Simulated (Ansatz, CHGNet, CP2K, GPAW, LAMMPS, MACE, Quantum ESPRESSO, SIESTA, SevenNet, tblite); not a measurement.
**Glassy 60SiO2-7Al2O3-17Li2O-17SrO (mol %) (89 atoms) in GPAW**

How do the settings of GPAW change the result for glassy 60SiO2-7Al2O3-17Li2O-17SrO (mol %) (89 atoms)? A plane-wave run serves as the yardstick.

Main program and level: GPAW 26.7.0; the method is named at each step.

## (1) The starting structure

The cell holds 89 atoms: 18 Si, 4 Al, 10 Li, 5 Sr and 52 O. Cell: a = 10.427 Å, b = 10.427 Å, c = 10.427 Å, α = 90.0°, β = 90.0°, γ = 90.0°. 89 atoms (18 Si, 4 Al, 10 Li, 5 Sr, 52 O) placed at random at 2.76 g/cm³, melted at 4000 K for 10 ps at fixed volume with the Morse and Coulomb pair potential with partial charges (Pedone, Malavasi, Menziani, Cormack and Segre, J. Phys. Chem. B 110, 11780 (2006)). Quenched from 4000 K to 300 K at 50 K/ps and fixed volume, held 10 ps at zero pressure.

The yardstick, on the same geometry:

```
method                                           : Kohn-Sham DFT, PBE, PAW, plane waves (Ansatz 0.2.0); cutoff 420 eV, Γ point, fermi-dirac smearing of 0.05 eV; PAW set soft_2
r.m.s. force component                           : 1.436 eV/Å
longest force                                    : 6.462 eV/Å
pressure                                         : 4.327 GPa
gap (highest filled to lowest empty level) : 2.464 eV
SCF cycles                                       : 9
time                                             : 12 s on 4 threads of Arm Neoverse V2, shared host
CPU time                                         : 45 s
```

## (2) PBE, LCAO dzp, h 0.18 Å

Method: Kohn-Sham DFT, PBE, PAW, atomic orbitals (dzp).

run.py

```python
import numpy as np
from ase.io import read
from gpaw import GPAW, FermiDirac

atoms = read("structure.xyz")
atoms.calc = GPAW(
    mode="lcao",
    basis="dzp",
    h=0.18,
    xc="PBE",
    kpts={"size": (1, 1, 1), "gamma": True},
    occupations=FermiDirac(0.05),
    maxiter=200,
    symmetry={"point_group": False},
    txt="gpaw.txt",
)
energy = atoms.get_potential_energy(force_consistent=True)
forces = atoms.get_forces()
print(f"energy {energy:.6f} eV")
print("forces (eV/A)")
for i, (a, f) in enumerate(zip(atoms, forces)):
    print(f"{i:4d} {a.symbol:2s} {f[0]:10.5f} {f[1]:10.5f} {f[2]:10.5f}")
print(f"Fermi level {atoms.calc.get_fermi_level():.4f} eV")
for k in range(len(atoms.calc.get_ibz_k_points())):
    for s in range(atoms.calc.get_number_of_spins()):
        e = atoms.calc.get_eigenvalues(kpt=k, spin=s)
        n = np.searchsorted(e, atoms.calc.get_fermi_level())
        print(f"k {k} spin {s} levels about the Fermi level:", np.round(e[max(n - 6, 0):n], 4).tolist(), "|", np.round(e[n:n + 6], 4).tolist())
```

structure.xyz

```xyz
89
Lattice="10.42707 0.00000 0.00000 0.00000 10.42707 0.00000 0.00000 0.00000 10.42707" Properties=species:S:1:pos:R:3 pbc="T T T"
Si 4.05519 0.43387 0.85398
Si 3.09674 2.02462 5.90214
Si 7.29019 3.02197 7.90455
Si 7.70321 7.30708 9.14120
Si 4.84098 0.20281 3.99805
Si 9.05695 2.73471 1.58648
Si 7.02263 7.49435 3.08787
Si 5.31113 4.93440 2.72511
Si 7.04422 7.86284 6.28127
Si 2.51657 4.13089 3.66814
Si 1.53372 1.85122 1.65415
Si 1.21528 8.66938 6.26719
Si 4.10065 8.06774 5.61811
Si 6.96445 4.51586 0.10281
Si 0.83542 9.49906 3.21894
Si 0.27726 2.32107 6.76435
Si 2.47820 5.52770 10.02761
Si 6.82942 4.65433 5.28746
Al 2.42940 8.24844 1.03478
Al 10.28537 9.03589 9.37738
Al 9.87141 4.32317 4.39584
Al 8.40453 0.21344 7.69695
Li 2.26591 8.53904 8.78793
Li 2.62283 2.48279 8.94538
Li 10.40893 3.52164 9.73336
Li 1.69805 6.69877 4.38187
Li 5.49590 8.45698 0.61207
Li 7.18373 0.98338 10.22739
Li 6.62275 0.67609 2.36611
Li 3.86114 7.30479 3.06379
Li 8.39525 9.71740 1.34885
Li 4.67612 2.93459 9.67570
Sr 10.30539 5.43647 7.71728
Sr 10.41164 6.24008 1.49816
Sr 8.70316 0.29008 4.28448
Sr 4.21994 5.04764 7.39748
Sr 5.10363 10.25075 8.04532
O 8.38691 4.93555 5.02126
O 4.54203 0.65273 2.43003
O 7.23430 6.02487 10.08798
O 6.42182 3.72330 9.20627
O 5.17162 0.98056 10.40288
O 5.37588 8.23551 6.56989
O 3.73623 9.33671 0.68631
O 7.60999 6.95590 7.57141
O 1.57824 1.54613 5.99869
O 6.00495 5.87941 5.76116
O 1.25021 0.55045 2.70562
O 0.77004 7.14202 6.15875
O 2.85243 8.82766 6.40441
O 7.88141 9.30939 6.74225
O 3.84988 2.18583 7.30156
O 9.43066 3.16451 3.13427
O 2.98642 3.40214 5.03534
O 7.25453 7.84554 4.67456
O 7.09823 1.43487 7.99037
[... 29 atom lines left out ...]
O 6.76602 8.74643 2.21210
O 3.97678 0.96586 5.08758
O 2.22868 2.87933 2.58143
O 9.04371 10.20560 9.36121
```

Launch:

```bash
$ OMP_NUM_THREADS=1 python run.py > output.txt
```

The log of the run:

```text
energy -587.747154 eV
forces (eV/A)
   0 Si   -1.18311    0.92669    5.11350
   1 Si   -0.67021   -0.41100   -0.13167
   2 Si    1.95177    2.64804   -1.33663
   3 Si    1.86470   -0.44532    1.14293
   4 Si   -1.24424   -1.54416   -0.39338
   5 Si    1.65799   -0.27901    3.85661
   6 Si    3.00521   -2.85711   -0.12115
   7 Si    3.51023    1.99615    1.64638
   8 Si   -0.38395   -0.24653    0.31329
   9 Si   -1.18331   -3.78367   -0.55850
  10 Si   -1.45969   -2.92436    2.05883
  11 Si   -0.47893   -1.62288    0.38335
  12 Si   -0.74688    3.10890   -2.09755
  13 Si    1.51526    0.84423    1.01401
  14 Si    0.66928    0.39202    0.37257
  15 Si    0.02510   -1.89174   -0.76704
  16 Si    0.66980    3.78590   -3.90113
  17 Si    0.85424   -0.44596   -1.82629
  18 Al   -1.45311    0.47056    0.19932
  19 Al   -0.90983   -0.80247   -2.19777
  20 Al   -0.59356   -0.32297   -1.47390
  21 Al    1.73290   -0.31703    1.82263
  22 Li   -0.11224   -1.07488   -0.76752
  23 Li   -1.08636    0.30178   -0.52257
[...]
81 O    -1.00028   -2.02634    1.30916
  82 O    -0.85179    1.98686   -0.68532
  83 O     0.65493   -0.53836    0.14110
  84 O    -0.94957   -1.30163   -1.89568
  85 O    -0.67773    4.82239   -2.72374
  86 O    -0.80228   -0.04614    0.33147
  87 O     1.42146    2.40881    1.46737
  88 O    -1.46286    1.83486   -0.02568
Fermi level 5.1858 eV
k 0 spin 0 levels about the Fermi level: [2.9135, 2.9638, 3.1583, 3.2292, 3.8568, 4.0032] | [6.3563, 7.2555, 7.8478, 8.076, 8.1711, 8.2997]
```

gpaw.txt:

```text
Input parameters:
  mode=LCAO(),
  basis={'default': 'dzp'},
  h=0.18,
  kpts=MonkhorstPack(size=(1, 1, 1), gamma=True),
  maxiter=200,
  occupations=Occupations(name='fermi-dirac', width=0.05, fixmagmom=False),
  symmetry=Symmetry(point_group=False),
  xc=XC(name='PBE')
Unit cell  # Å
| periodic |         x |         y |         z |   lengths |    angles |
|----------|-----------|-----------|-----------|-----------|-----------|
|      yes | 10.427070 |  0.000000 |  0.000000 | 10.427070 | 90.000000 |
|      yes |  0.000000 | 10.427070 |  0.000000 | 10.427070 | 90.000000 |
|      yes |  0.000000 |  0.000000 | 10.427070 | 10.427070 | 90.000000 |
Number of symmetries: 1
Symmetry operations  # r_c * U_cc + t_c -> r_c
|   | kind |            matrix            |
|---|------|------------------------------|
| 0 |  E   |  1, 0, 0,  0, 1, 0,  0, 0, 1 |
BZ-sampling:
  Number of BZ points: 1
  Number of IBZ points: 1
  Monkhorst-Pack size: [1, 1, 1]
  Monkhorst-Pack shift: [0, 0, 0]
[... lines left out ...]
eigensolver:
density mixing:
  MSR1-Mixer
occupation numbers:
  Fermi-Dirac:
    width: 0.0500  # eV
FastPoissonSolver using
    Stencil: 6*3+1=19 point O(h^6) finite-difference Laplacian
xc functional:
  name: PBE with 2 nearest neighbor stencil
interpolation: tri-quintic # 5. degree polynomial
Initialization done in: 9.145 s
convergence criteria:
- Maximum [total energy] change in last 3 cyles: 0.0005 eV / valence electron
- Maximum integral of absolute [dens]ity change: 0.0001 electrons / valence electron
- Maximum integral of absolute [eigenst]ate change: 4e-08 eV^2 / valence electron
maximum number of iterations: 200
SCF iterations
|iter     |      energy | eigst |  dens |
|---------|-------------|-------|-------|
|iter:   1| -642.751650 |      c|       |
|iter:   2| -628.414583 |      c| -0.79 |
|iter:   3| -587.143848 |      c| -0.84 |
|iter:   4| -587.527565 |      c| -1.43 |
|iter:   5| -587.793205 |      c| -1.72 |
|iter:   6| -587.748348 |      c| -2.26 |
|iter:   7| -587.747466c|      c| -3.00 |
|iter:   8| -587.747162c|      c| -3.37 |
|iter:   9| -587.747154c|      c| -3.87 |
|iter:  10| -587.747154c|      c| -4.32c|
Converged in 10 steps
SCF loop duration: 149.094 s (14.909 s/step)
Energy contributions relative to reference atoms: (reference = -709003.937464)
Energy contributions:
  Kinetic:         761.324547
  Coulomb:        -659.301836
  Zero:              9.909301
  External:          0.000000
  Xc:             -699.679166
  Entropy:          -0.000000
  Spinorbit:         0.000000
  ----------------------------
  Free energy:    -587.747154
  Extrapolated:   -587.747154
dipole moment: (32.572562, -30.980804, 11.927341)  # |e|*Ang
Fermi level: 5.186
Eigenvalues  # (at kpt = [0.000, 0.000, 0.000])
| band index |      eig [eV] | occ [0-2] |
|------------|---------------|-----------|
|          0 |       -31.551 |     2.000 |
|        ... |               |           |
|        220 |         2.769 |     2.000 |
|        221 |         2.816 |     2.000 |
[...]
|        235 |         8.486 |     0.000 |
|        ... |               |           |
|        277 |        11.278 |     0.000 |
Gap: 2.353 eV
Transition (v -> c):
  (s=0, k=0, n=227, [0.00, 0.00, 0.00]) -> (s=0, k=0, n=228, [0.00, 0.00, 0.00])
No difference between direct/indirect transitions
Force computation time: 35.696  # s
timing:  # [seconds]
  Total:  193.958  # ━━━━━━━━━━━━━━━━━━━━━━━━━━━━━━━━━━━━━━━━━━━━━━━━━━━━━━━━
  Init:     9.145  # ━━╸
  SCF:    149.094  # ━━━━━━━━━━━━━━━━━━━━━━━━━━━━━━━━━━━━━━━━━━━
  Forces:  35.696  # ━━━━━━━━━━╸
```

Elapsed: 3.2 min, on 1 thread of Arm Neoverse V2, shared host; peak memory 1.7 GiB.

Banners, paths, timers and routine set-up lines are dropped from the logs unmarked, and long logs keep their key lines alone; longer cuts are marked.

Numbers from this run, and their distance from the reference:

- r.m.s. force component: 1.722 eV/Å
- r.m.s. difference of force components: 371.9 meV/Å
- longest difference of force vectors: 1250 meV/Å
- force difference over r.m.s. force: 25.9 %
- slope of forces against the reference's: 1.186
- correlation of force components: 0.9887
- gap (highest filled to lowest empty level): 2.353 eV
- gap difference: -0.1107 eV

This run lies far from the reference in forces at the same functional. Basis and potentials both differ; the latter hold 456 valence electrons against the reference's 476.

Length of the force difference by element (eV/Å):

```
element  atoms  mean  most
     Al      4  0.23  0.41
     Li     10  0.14  0.24
      O     52  0.77   1.3
     Si     18  0.31  0.47
     Sr      5  0.14  0.16
```

Levels nearest the highest filled one (eV from it): -1.09, -1.04, -0.84, -0.77, -0.15, 0.00, 2.35, 3.25, 3.84, 4.07, 4.17, 4.30.

Local excerpt of 10 atoms (numbers count through the whole input) about Li29, picked at random; x, y, z are measured from there.

```csv
atom,x,y,z,distance (Å),Fx,Fy,Fz (eV/Å)
Li29,0.00,0.00,0.00,0.00,-0.60,0.12,0.03
O77,1.53,0.80,-0.86,1.93,-2.80,-4.39,0.07
O68,-0.29,-0.20,1.90,1.94,4.18,1.08,0.05
O39,-2.08,-0.02,0.06,2.08,0.03,0.28,-0.27
O86,0.14,-2.36,-0.15,2.37,-0.68,4.82,-2.72
Si5,-1.78,-0.47,1.63,2.46,-1.24,-1.54,-0.39
Li31,1.77,-1.39,-1.02,2.47,0.60,-0.77,-0.09
Li28,0.56,0.31,-2.57,2.64,0.53,0.12,-0.33
O42,-1.45,0.30,-2.39,2.81,3.58,1.71,-4.01
Sr35,2.08,-0.39,1.92,2.86,-0.14,-0.07,1.16
```

Atoms are counted from 1 here, from 0 in the log.

Forces lie 26 % from the reference's, at 4.3 times its CPU time (on 1 against 4 cores).

The forces add up to 0.68 eV/Å instead of zero, usually a sign of too coarse a grid.

## (3) PBE, LCAO dzp, h 0.22 Å

Method: Kohn-Sham DFT, PBE, PAW, atomic orbitals (dzp).

Changes to run.py since step 2:

```diff
@@ -8,3 +8,3 @@
     basis="dzp",
-    h=0.18,
+    h=0.22,
     xc="PBE",
```

structure.xyz is that of step 2.

The log of the run:

```text
energy -577.868096 eV
forces (eV/A)
   0 Si   -1.19712    0.91788    5.10654
   1 Si   -0.67884   -0.39770   -0.12190
   2 Si    1.94872    2.64137   -1.33735
   3 Si    1.87121   -0.43265    1.13842
   4 Si   -1.23613   -1.54228   -0.39498
   5 Si    1.65754   -0.26546    3.86452
   6 Si    3.00781   -2.85464   -0.11116
   7 Si    3.50975    1.98615    1.64140
   8 Si   -0.39073   -0.24309    0.32580
   9 Si   -1.18774   -3.79463   -0.55244
  10 Si   -1.46085   -2.93106    2.05730
  11 Si   -0.47178   -1.62930    0.36543
  12 Si   -0.74968    3.11397   -2.09702
  13 Si    1.52025    0.84719    1.00631
  14 Si    0.65769    0.39703    0.37149
  15 Si    0.02731   -1.89547   -0.76122
  16 Si    0.66235    3.78719   -3.90089
  17 Si    0.85493   -0.45757   -1.82680
  18 Al   -1.44523    0.46175    0.19760
  19 Al   -0.91157   -0.80099   -2.20308
  20 Al   -0.59401   -0.32589   -1.47460
  21 Al    1.73738   -0.31371    1.81906
  22 Li   -0.10455   -1.07694   -0.77085
  23 Li   -1.08597    0.29867   -0.52563
[...]
81 O    -1.24177   -1.83902    1.11139
  82 O    -0.96620    1.78830   -0.55015
  83 O     0.52595   -0.40710   -0.09372
  84 O    -0.76900   -1.20817   -1.71061
  85 O    -0.49627    4.98071   -2.51706
  86 O    -0.50288    0.07012    0.51337
  87 O     1.64601    2.60220    1.30013
  88 O    -1.61314    1.73566    0.15469
Fermi level 5.1876 eV
k 0 spin 0 levels about the Fermi level: [2.9181, 2.9664, 3.162, 3.2324, 3.8594, 4.0069] | [6.3565, 7.2565, 7.8505, 8.0767, 8.1723, 8.3019]
```

gpaw.txt:

```text
Input parameters:
  mode=LCAO(),
  basis={'default': 'dzp'},
  h=0.22,
  kpts=MonkhorstPack(size=(1, 1, 1), gamma=True),
  maxiter=200,
  occupations=Occupations(name='fermi-dirac', width=0.05, fixmagmom=False),
  symmetry=Symmetry(point_group=False),
  xc=XC(name='PBE')
Unit cell  # Å
| periodic |         x |         y |         z |   lengths |    angles |
[... lines left out ...]
  Fermi-Dirac:
[... lines left out ...]
convergence criteria:
- Maximum [total energy] change in last 3 cyles: 0.0005 eV / valence electron
[... lines left out ...]
Converged in 10 steps
[... lines left out ...]
  Free energy:    -577.868096
  Extrapolated:   -577.868096
dipole moment: (32.437926, -31.199151, 12.106121)  # |e|*Ang
Fermi level: 5.188
Eigenvalues  # (at kpt = [0.000, 0.000, 0.000])
| band index |      eig [eV] | occ [0-2] |
|------------|---------------|-----------|
|          0 |       -31.548 |     2.000 |
|        ... |               |           |
|        220 |         2.774 |     2.000 |
|        221 |         2.820 |     2.000 |
[...]
|        235 |         8.487 |     0.000 |
|        ... |               |           |
|        277 |        11.280 |     0.000 |
Gap: 2.350 eV
Transition (v -> c):
  (s=0, k=0, n=227, [0.00, 0.00, 0.00]) -> (s=0, k=0, n=228, [0.00, 0.00, 0.00])
No difference between direct/indirect transitions
Force computation time: 24.236  # s
timing:  # [seconds]
  Total:  133.764  # ━━━━━━━━━━━━━━━━━━━━━━━━━━━━━━━━━━━━━━━━━━━━━━━━━━━━━━━━
  Init:     8.057  # ━━━╸
  SCF:    101.447  # ━━━━━━━━━━━━━━━━━━━━━━━━━━━━━━━━━━━━━━━━━━╸
  Forces:  24.236  # ━━━━━━━━━━
```

Elapsed: 2.3 min, on 1 thread; peak memory 1.1 GiB.

Compared with the plane-wave run:

```
r.m.s. force component                           : 1.724 eV/Å
r.m.s. difference of force components            : 394.1 meV/Å
longest difference of force vectors              : 1462 meV/Å
force difference over r.m.s. force               : 27.45 %
slope of forces against the reference's          : 1.183
correlation of force components                  : 0.9855
gap (highest filled to lowest empty level) : 2.35 eV
gap difference                                   : -0.1142 eV
energy less the same-level run's                 : 111 meV/atom
r.m.s. force difference from the same-level run  : 128.1 meV/Å
```

This is a coarse setting, run to see what it loses.

Against the first run (26 %), the force difference from the reference is 27 %, at 0.69 times the CPU time: the grid matters here.

The difference per atom is largest on O (0.81 eV/Å on average, against 0.31 on Si). The forces add up to 1.2 eV/Å instead of zero, usually a sign of too coarse a grid.

## (4) PBE, LCAO szp(dzp), h 0.18 Å

Method: Kohn-Sham DFT, PBE, PAW, atomic orbitals (szp(dzp)).

Changes to run.py since step 3:

```diff
@@ -7,4 +7,4 @@
     mode="lcao",
-    basis="dzp",
-    h=0.22,
+    basis="szp(dzp)",
+    h=0.18,
     xc="PBE",
```

structure.xyz is that of step 3.

The log of the run:

```text
energy -567.931603 eV
forces (eV/A)
   0 Si   -0.79525    0.96333    4.81891
   1 Si   -0.75032   -0.64760    0.21867
   2 Si    2.62631    2.64996   -1.32387
   3 Si    1.64066   -0.01439    1.25585
   4 Si   -1.05080   -1.52649   -0.32513
   5 Si    1.38777   -0.42249    4.10179
[...]
86 O    -0.79072   -0.06787    0.29607
  87 O     1.27260    2.27387    1.28333
  88 O    -1.45636    1.75506   -0.07473
Fermi level 5.4111 eV
k 0 spin 0 levels about the Fermi level: [3.1696, 3.2002, 3.409, 3.5005, 4.131, 4.2796] | [6.5367, 7.4147, 7.9963, 8.2904, 8.4147, 8.4852]
```

gpaw.txt:

```text
Input parameters:
  mode=LCAO(),
  basis={'default': 'szp(dzp)'},
  h=0.18,
  kpts=MonkhorstPack(size=(1, 1, 1), gamma=True),
  maxiter=200,
  occupations=Occupations(name='fermi-dirac', width=0.05, fixmagmom=False),
[... lines left out ...]
  Fermi-Dirac:
[... lines left out ...]
convergence criteria:
- Maximum [total energy] change in last 3 cyles: 0.0005 eV / valence electron
[... lines left out ...]
Converged in 10 steps
[... lines left out ...]
  Free energy:    -567.931603
[... lines left out ...]
Fermi level: 5.411
[... lines left out ...]
|        ... |               |           |
|        277 |        11.520 |     0.000 |
Gap: 2.257 eV
Transition (v -> c):
  (s=0, k=0, n=227, [0.00, 0.00, 0.00]) -> (s=0, k=0, n=228, [0.00, 0.00, 0.00])
No difference between direct/indirect transitions
Force computation time: 26.120  # s
timing:  # [seconds]
  Total:  146.928  # ━━━━━━━━━━━━━━━━━━━━━━━━━━━━━━━━━━━━━━━━━━━━━━━━━━━━━━━━
  Init:     7.504  # ━━━
  SCF:    113.284  # ━━━━━━━━━━━━━━━━━━━━━━━━━━━━━━━━━━━━━━━━━━━
  Forces:  26.120  # ━━━━━━━━━━
```

Wall time 2.5 min (1 thread); peak memory 1.6 GiB.

Against the reference:

| Quantity | Value |
| --- | --- |
| r.m.s. force component | 1.735 eV/Å |
| r.m.s. difference of force components | 400 meV/Å |
| longest difference of force vectors | 1214 meV/Å |
| force difference over r.m.s. force | 27.86 % |
| slope of forces against the reference's | 1.191 |
| correlation of force components | 0.9858 |
| gap (highest filled to lowest empty level) | 2.257 eV |
| gap difference | -0.2067 eV |

This is a coarse setting, run to see what it loses.

Against the first run (26 %), the force difference from the reference is 28 %, at 0.76 times the CPU time, with 786 basis functions against 1157.

The forces add up to 0.67 eV/Å instead of zero, usually a sign of too coarse a grid.

## (5) The ladder

Differences are against the plane-wave reference, forces as r.m.s. over components; share is that over the reference's r.m.s. force, slope the least-squares factor from reference forces to these. Total energies of different programs have different zeros and aren't compared.

```
                                       run  Δ force, r.m.s. (meV/Å)  share (%)  slope  Δ gap (eV)  cores  CPU time  memory (GiB)
                                 reference                        -          -      -           -      4      45 s           1.4
              GPAW PBE, LCAO dzp, h 0.18 Å                      372       25.9  1.186      -0.111      1   3.2 min           1.7
     GPAW PBE, LCAO dzp, h 0.22 Å (coarse)                      394       27.4  1.183      -0.114      1   2.2 min           1.1
GPAW PBE, LCAO szp(dzp), h 0.18 Å (coarse)                      400       27.9  1.191      -0.207      1   2.5 min           1.6
```

Rows marked coarse were listed beforehand as settings not expected to be converged; some can still land near the reference.

CPU time is summed over cores on a shared host, where runs went side by side, so it is rough. Symmetry, cutoffs, thresholds, outputs and thread counts weren't matched or tuned between programs; memory under MPI is the largest rank's times the ranks.

Within one program, basis, potentials and functional, energies share a zero. Each run against its twin at the usual cutoff or grid and solver:

```
                         run                twin  Δ energy (meV/atom)  Δ force, r.m.s. (meV/Å)  CPU time over the twin's
GPAW PBE, LCAO dzp, h 0.22 Å  LCAO dzp, h 0.18 Å                  111                      128                      0.69
```

## (6) Results

| Property | Result |
| --- | --- |
| nearest in forces | GPAW PBE, LCAO dzp, h 0.18 Å, 26 % |
| its CPU time | 3.2 min |

What this shows: The PBE run in local orbitals, coarse settings apart, differs by 26 % (GPAW PBE, LCAO dzp, h 0.18 Å); basis, grid and potentials can all enter. Runs with settings chosen to be coarse differ by 27 % (GPAW PBE, LCAO dzp, h 0.22 Å) to 28 % (GPAW PBE, LCAO szp(dzp), h 0.18 Å), their programs' other errors included. None of the electronic-structure runs in the table takes under half the reference's CPU time of 45 s; they take 3.0 to 4.3 times as much. GPAW PBE, LCAO szp(dzp), h 0.18 Å stiffens the forces by a factor of 1.19 while following their directions (correlation 0.986); the slopes of the 3 GPAW runs lie between 1.18 and 1.19. At the same functional, gaps differ from the reference's 2.46 eV by between -0.21 and -0.11 eV. The potentials hold different valence shells: 476 electrons in the reference, 456 in GPAW; this bears on time and differences. The quench rate of 50 K/ps is many orders above laboratory rates, so the cell is likely richer in defects and strain than a real sample. The network of bonds at the start is that of the classical potential that made the cell, and needn't be the one that DFT or experiment would give. The reference's stress is far from hydrostatic: its diagonal is 5.7, 5.4, 1.9 GPa, compression counted positive. The electronic-structure runs sample only Γ, in a cell whose shortest periodic width is 10 Å.

[Also dropped from logs without a mark: logging warnings of Python, and SIESTA's first energy breakdown and zero terms.]

[Logs are printed without paths, hosts, clocks, repeated set-up lines and the standing remarks that a program may print on its own settings, such as how far it seeks lower states.]

[Hosts, paths, dates, database ids (printed as entryN), source tags and the programs' standing remarks are cut or masked in the printed files.]
